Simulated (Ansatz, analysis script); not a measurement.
# Fixed-spin-moment curve of MnGe, part 2 of 2

Is MnGe magnetic, nearly magnetic or plainly paramagnetic? E(M) and M(B) tell.

Ansatz 0.2.0; PBEsol, PAW set soft_1 (files made for PBE).

So far. Step 6 (Total moment fixed at 2.234 μB): The energy is -149 meV from the state without spin, and the largest site carries 0.602 μB.

In doubt: warnings of the run leave room for a lower electronic state (analysis script), so energies may not be the lowest and differences between runs may mislead.

**7. Total moment fixed at 5.585 μB**

Level of this step: Ansatz DFT, collinear, total moment fixed by two Fermi levels; PBEsol, PAW set soft_1; PAW set soft_1 (Ansatz).

input.yaml reads:

```yaml
crystal:
  lattice:
    - [4.72500306, 0.0, 0.0]
    - [0.0, 4.72500306, 0.0]
    - [0.0, 0.0, 4.72500306]
  atoms:
    - { symbol: Mn, position: [0.63711182, 0.13711182, 0.36288818], spin: 1.3964 }
    - { symbol: Mn, position: [0.13711182, 0.36288818, 0.63711182], spin: 1.3962 }
    - { symbol: Mn, position: [0.36288818, 0.63711182, 0.13711182], spin: 1.3962 }
    - { symbol: Mn, position: [0.86288818, 0.86288818, 0.86288818], spin: 1.3962 }
    - { symbol: Ge, position: [0.34236337, 0.84236337, 0.65763663] }
    - { symbol: Ge, position: [0.84236337, 0.65763663, 0.34236337] }
    - { symbol: Ge, position: [0.65763663, 0.34236337, 0.84236337] }
    - { symbol: Ge, position: [0.15763663, 0.15763663, 0.15763663] }
magnetization:
  spin_polarized: true
  initial_magnetization: 5.585
  spin_locking: { lock_magnetization: hard }
kpoints:
  mp_grid: { grid: [8, 8, 8] }
hamiltonian:
  xc: pbesol
  pseudopotentials: { kind: paw, azcp: { folder: soft_1 }, xc_functional: pbe }
scf:
  occupations: { method: fermi_dirac, width: 0.05 }
  max_iter: 120
  convergence: { dr2_threshold: 1.0e-08 }
  lower_state_search: "off"
basis:
  ecutwfc: 420.0
```

The run is started by

```
> ansatz run input.yaml --threads 1 --pin off --max-ram 2560MiB --backend cpu --events-out ev --progress --plain --runs-dir out
```

Numbers of over 12 decimals in the logs are rounded to 6 here.

Log:

```text
[...]
Crystal: 8 atoms, lattice volume = 105.489 Å³
Basis set: ecut = 420 eV, 2103 PW (Γ)
Bands: 73, of which v1, the nominal top of the filled ones, is band 58 counted from 1 (57 counted from 0)
Symmetry: 3 space group operations
[...]
k-points: 90 of 512 (time reversal used)
[...]
Starting moments: Σ|m| = 5.585 μB on 4 of 8 sites
[...]
Per-site moments (μB) at R_I (Å): [(1.475631, 0.995035), (1.475685, 0.995035), (1.475685, 0.995035), (1.475685, 0.995035), (-0.073301, 0.995035), (-0.073301, 0.995035), (-0.073301, 0.995035), (-0.073301, 0.995035)]
Free energy (F): -32490.304306 eV
[...]
Internal energy: -32490.231686 eV  (E = F + TS)
E sigma→0 (E₀):  -32490.267996 eV
Entropy (-TS):   -0.072620 eV (-9.078 meV/atom)
Fermi energy:    16.287862 (↑ 16.219210, ↓ 16.356514) eV
[...]
[key lines of the parts left out:]
SCF converged after 15 iterations
Magnetization: 5.5850 μB (60.7925 up, 55.2075 down)
```

Run time: 5.4 min. Hardware: 1 thread of Intel Xeon at 2.50GHz (Skylake/Cascade Lake), shared host; peak memory 1.1 GiB.

The energy is -474 meV from the state without spin, and the largest site carries 1.48 μB.

**8. Total moment fixed at 10.052 μB**

input.yaml, the sections that differ from step 7:

```yaml
crystal:
  lattice:
    - [4.72500306, 0.0, 0.0]
    - [0.0, 4.72500306, 0.0]
    - [0.0, 0.0, 4.72500306]
  atoms:
    - { symbol: Mn, position: [0.63711182, 0.13711182, 0.36288818], spin: 2.513 }
    - { symbol: Mn, position: [0.13711182, 0.36288818, 0.63711182], spin: 2.513 }
    - { symbol: Mn, position: [0.36288818, 0.63711182, 0.13711182], spin: 2.513 }
    - { symbol: Mn, position: [0.86288818, 0.86288818, 0.86288818], spin: 2.513 }
    - { symbol: Ge, position: [0.34236337, 0.84236337, 0.65763663] }
    - { symbol: Ge, position: [0.84236337, 0.65763663, 0.34236337] }
    - { symbol: Ge, position: [0.65763663, 0.34236337, 0.84236337] }
    - { symbol: Ge, position: [0.15763663, 0.15763663, 0.15763663] }
magnetization:
  spin_polarized: true
  initial_magnetization: 10.052
  spin_locking: { lock_magnetization: hard }
# kpoints, hamiltonian, scf, basis: as in step 7
```

Log:

```text
[...]
Crystal: 8 atoms, lattice volume = 105.489 Å³
Basis set: ecut = 420 eV, 2103 PW (Γ)
Bands: 76, of which v1, the nominal top of the filled ones, is band 58 counted from 1 (57 counted from 0)
Symmetry: 12 space group operations
[...]
k-points: 45 of 512 (time reversal used)
[...]
Starting moments: Σ|m| = 10.052 μB on 4 of 8 sites
[...]
Per-site moments (μB) at R_I (Å): [(2.504882, 0.995035), (2.504882, 0.995035), (2.504882, 0.995035), (2.504882, 0.995035), (-0.069036, 0.995035), (-0.069036, 0.995035), (-0.069036, 0.995035), (-0.069036, 0.995035)]
Free energy (F): -32489.848883 eV
[...]
Internal energy: -32489.810810 eV  (E = F + TS)
E sigma→0 (E₀):  -32489.829846 eV
Entropy (-TS):   -0.038073 eV (-4.759 meV/atom)
Fermi energy:    16.501461 (↑ 16.938215, ↓ 16.064708) eV
[...]
[key lines of the parts left out:]
SCF converged after 12 iterations
Magnetization: 10.0520 μB (63.0260 up, 52.9740 down)
```

It took 2.2 min on 1 thread; peak memory 0.7 GiB.

The energy is -18.1 meV from the state without spin, and the largest site carries 2.50 μB.

The other 5 runs of this kind were made alike; their results stand in the table below.

**9. No field, tight threshold**

A field gives a second route to the same curve. A thousand tesla shift each spin by 58 meV, and the threshold is tightened so that small induced moments are resolved.

input.yaml reads:

```yaml
crystal:
  lattice:
    - [4.72500306, 0.0, 0.0]
    - [0.0, 4.72500306, 0.0]
    - [0.0, 0.0, 4.72500306]
  atoms:
    - { symbol: Mn, position: [0.63711182, 0.13711182, 0.36288818], spin: 2.01 }
    - { symbol: Mn, position: [0.13711182, 0.36288818, 0.63711182], spin: 2.01 }
    - { symbol: Mn, position: [0.36288818, 0.63711182, 0.13711182], spin: 2.01 }
    - { symbol: Mn, position: [0.86288818, 0.86288818, 0.86288818], spin: 2.01 }
    - { symbol: Ge, position: [0.34236337, 0.84236337, 0.65763663] }
    - { symbol: Ge, position: [0.84236337, 0.65763663, 0.34236337] }
    - { symbol: Ge, position: [0.65763663, 0.34236337, 0.84236337] }
    - { symbol: Ge, position: [0.15763663, 0.15763663, 0.15763663] }
magnetization:
  spin_polarized: true
kpoints:
  mp_grid: { grid: [8, 8, 8] }
hamiltonian:
  xc: pbesol
  pseudopotentials: { kind: paw, azcp: { folder: soft_1 }, xc_functional: pbe }
scf:
  occupations: { method: fermi_dirac, width: 0.05 }
  max_iter: 120
  convergence: { dr2_threshold: 1.0e-10 }
  lower_state_search: "off"
basis:
  ecutwfc: 420.0
```

Log:

```text
[...]
Crystal: 8 atoms, lattice volume = 105.489 Å³
Basis set: ecut = 420 eV, 2103 PW (Γ)
Bands: 75, of which v1, the nominal top of the filled ones, is band 58 counted from 1 (57 counted from 0)
Symmetry: 12 space group operations
[...]
k-points: 45 of 512 (time reversal used)
[...]
Starting moments: Σ|m| = 8.04 μB on 4 of 8 sites
[...]
Per-site moments (μB) at R_I (Å): [(2.008686, 0.995035), (2.008686, 0.995035), (2.008686, 0.995035), (2.008686, 0.995035), (-0.088728, 0.995035), (-0.088728, 0.995035), (-0.088728, 0.995035), (-0.088728, 0.995035)]
Free energy (F): -32490.425024 eV
[...]
Internal energy: -32490.388684 eV  (E = F + TS)
E sigma→0 (E₀):  -32490.406854 eV
Entropy (-TS):   -0.036340 eV (-4.543 meV/atom)
Fermi energy:    16.287920 eV
[...]
[key lines of the parts left out:]
SCF converged after 18 iterations
Magnetization: 7.7324 μB (61.8662 up, 54.1338 down)
```

Elapsed: 3 min, on 1 thread; peak memory 0.7 GiB.

The net moment is 7.73 μB a cell.

**10. Field of 1500 T**

Edit input.yaml of step 9 so:

```diff
@@ -16,2 +16,3 @@
   spin_polarized: true
+  magnetic_field: 1500.0
 kpoints:
```

Log:

```text
[...]
Crystal: 8 atoms, lattice volume = 105.489 Å³
Basis set: ecut = 420 eV, 2103 PW (Γ)
Bands: 75, of which v1, the nominal top of the filled ones, is band 58 counted from 1 (57 counted from 0)
Symmetry: 12 space group operations
[...]
k-points: 45 of 512 (time reversal used)
[...]
Starting moments: Σ|m| = 8.04 μB on 4 of 8 sites
[...]
Per-site moments (μB) at R_I (Å): [(2.094752, 0.995035), (2.094752, 0.995035), (2.094752, 0.995035), (2.094752, 0.995035), (-0.089313, 0.995035), (-0.089313, 0.995035), (-0.089313, 0.995035), (-0.089313, 0.995035)]
Free energy (F): -32491.115426 eV
[...]
Internal energy: -32491.089994 eV  (E = F + TS)
E sigma→0 (E₀):  -32491.102710 eV
Entropy (-TS):   -0.025432 eV (-3.179 meV/atom)
Fermi energy:    16.338779 eV
[...]
[key lines of the parts left out:]
SCF converged after 16 iterations
Magnetization: 8.1016 μB (62.0508 up, 53.9492 down)
```

The job ended after 2.9 min (1 thread; peak memory 0.7 GiB).

The net moment is 8.10 μB a cell.

The other 2 runs of this kind were made alike; their results stand in the table below.

**11. Another try**

A test of how the program answers to a changed input.

input.yaml reads:

```yaml
crystal:
  lattice:
    - [4.72500306, 0.0, 0.0]
    - [0.0, 4.72500306, 0.0]
    - [0.0, 0.0, 4.72500306]
  atoms:
    - { symbol: Mn, position: [0.63711182, 0.13711182, 0.36288818], spin: 1.3964 }
    - { symbol: Mn, position: [0.13711182, 0.36288818, 0.63711182], spin: 1.3962 }
    - { symbol: Mn, position: [0.36288818, 0.63711182, 0.13711182], spin: 1.3962 }
    - { symbol: Mn, position: [0.86288818, 0.86288818, 0.86288818], spin: 1.3962 }
    - { symbol: Ge, position: [0.34236337, 0.84236337, 0.65763663] }
    - { symbol: Ge, position: [0.84236337, 0.65763663, 0.34236337] }
    - { symbol: Ge, position: [0.65763663, 0.34236337, 0.84236337] }
    - { symbol: Ge, position: [0.15763663, 0.15763663, 0.15763663] }
magnetization:
  spin_polarized: true
  initial_magnetization: 5.585
  spin_locking: { lock_magnetization: hard }
kpoints:
  mp_grid: { grid: [8, 8, 8] }
hamiltonian:
  xc: pbesol
  noncollinear_xc: multicollinear
  pseudopotentials: { kind: paw, azcp: { folder: soft_1 }, xc_functional: pbe }
scf:
  occupations: { method: fermi_dirac, width: 0.05 }
  max_iter: 60
  convergence: { dr2_threshold: 1.0e-08 }
  lower_state_search: "off"
basis:
  ecutwfc: 420.0
```

The run is started by

```
> ansatz run input.yaml --threads 2 --pin off --max-ram 5120MiB --backend cpu --events-out ev --progress --plain --runs-dir out
```

Log:

```text
Error: inconsistent input (hamiltonian.noncollinear_xc, magnetization.noncollinear): multicollinear requires magnetization.noncollinear: true — the multicollinear treatment sphere-averages signed projections of the vector magnetisation, which a collinear or unpolarized run does not carry; enable non-collinear magnetism (with starting moments — the toggle is inert on a moment-less spinor run) or drop the toggle
```

It took 0.05 s on 2 threads; peak memory 0.038 GiB.

The program refused the input before any cycle.

The program's message: “Error: inconsistent input (hamiltonian.noncollinear_xc, magnetization.noncollinear): multicollinear requires magnetization.noncollinear: true — the multicollinear treatment sphere-averages signed proj …”

The change that led to it: hamiltonian = {"noncollinear_xc": "multicollinear"}.

**12. The curves**

The energy less the state without spin by total moment:

```csv
total moment (μB/cell),energy less the state without spin (meV/cell)
0.00,0
1.12,-40.3
2.23,-149
3.35,-297
4.47,-403
5.58,-474
6.70,-551
7.82,-594
8.94,-417
10.05,-18.1
```

The field that holds a moment is half the difference of the two Fermi levels over μB.

The field that holds the moment by total moment:

```csv
total moment (μB/cell),field that holds the moment (T)
1.12,-1215
2.23,-2089
3.35,-2274
4.47,-1031
5.58,-1186
6.70,-1135
7.82,215
8.94,4855
10.05,7545
```

Site moments:

```csv
total (μB),Mn no. 1 (μB),Mn no. 2 (μB),Mn no. 3 (μB),Mn no. 4 (μB),Ge no. 5 (μB),Ge no. 6 (μB),Ge no. 7 (μB),Ge no. 8 (μB)
1.117,0.3025,0.3025,0.3025,0.3025,-0.0169,-0.0169,-0.0169,-0.0169
2.234,0.6023,0.6023,0.6023,0.6023,-0.0332,-0.0332,-0.0332,-0.0332
3.351,0.8945,0.8947,0.8947,0.8947,-0.047,-0.047,-0.047,-0.047
4.468,1.183,1.183,1.183,1.183,-0.0595,-0.0595,-0.0595,-0.0595
5.585,1.476,1.476,1.476,1.476,-0.0733,-0.0733,-0.0733,-0.0733
6.701,1.759,1.759,1.759,1.759,-0.0836,-0.0836,-0.0836,-0.0836
7.818,2.029,2.029,2.029,2.029,-0.0889,-0.0889,-0.0889,-0.0889
8.935,2.281,2.281,2.281,2.281,-0.0854,-0.0854,-0.0854,-0.0854
10.05,2.505,2.505,2.505,2.505,-0.069,-0.069,-0.069,-0.069
```

Total moment against field:

```csv
field (T),total moment (μB/cell)
0,7.73
300,7.85
600,7.93
1500,8.10
```

Three Landau terms miss the curve as a whole or at its small-moment end, and no Stoner analysis is made here.

**13. Outcome**

```yaml
state_of_the_free_run: ferromagnetic
net_moment_of_the_free_run: 7.73 μB
energy_of_the_free_run_from_the_state_without_spin: -594 meV a cell
lowest_of_the_fixed_moments_tried: M = 7.818 μB, -594 meV
dm_db_between_0_and_300_t: 0.384 μB a cell per 1000 T
```

**Reading.** At this level the system is magnetic: the free run keeps 2.01 μB on the largest site. No other order was typed. Among the fixed moments, E(M) falls 594 meV below the state without spin and is lowest near 7.818 μB on this grid. The field acts on spins alone. The 13 fixed-moment and field runs took 48 min of wall time, added up. Energies are free energies at a smearing of 0.05 eV, and with partly filled levels differences shift, at times strongly, as the smearing goes to zero. In doubt: the program's search for lower states was switched off, so a lower magnetic state than those reached may exist.

[Logs and program files are shortened in this print: banners, set-up blocks, solver, clock and traceback lines can be left out without a mark of their own.]

[Logs are printed without paths, hosts, clocks, repeated set-up lines and the standing remarks that a program may print on its own settings, such as how far it seeks lower states.]

[Hosts, paths, dates, database ids (printed as entryN), source tags and the programs' standing remarks are cut or masked in the printed files.]
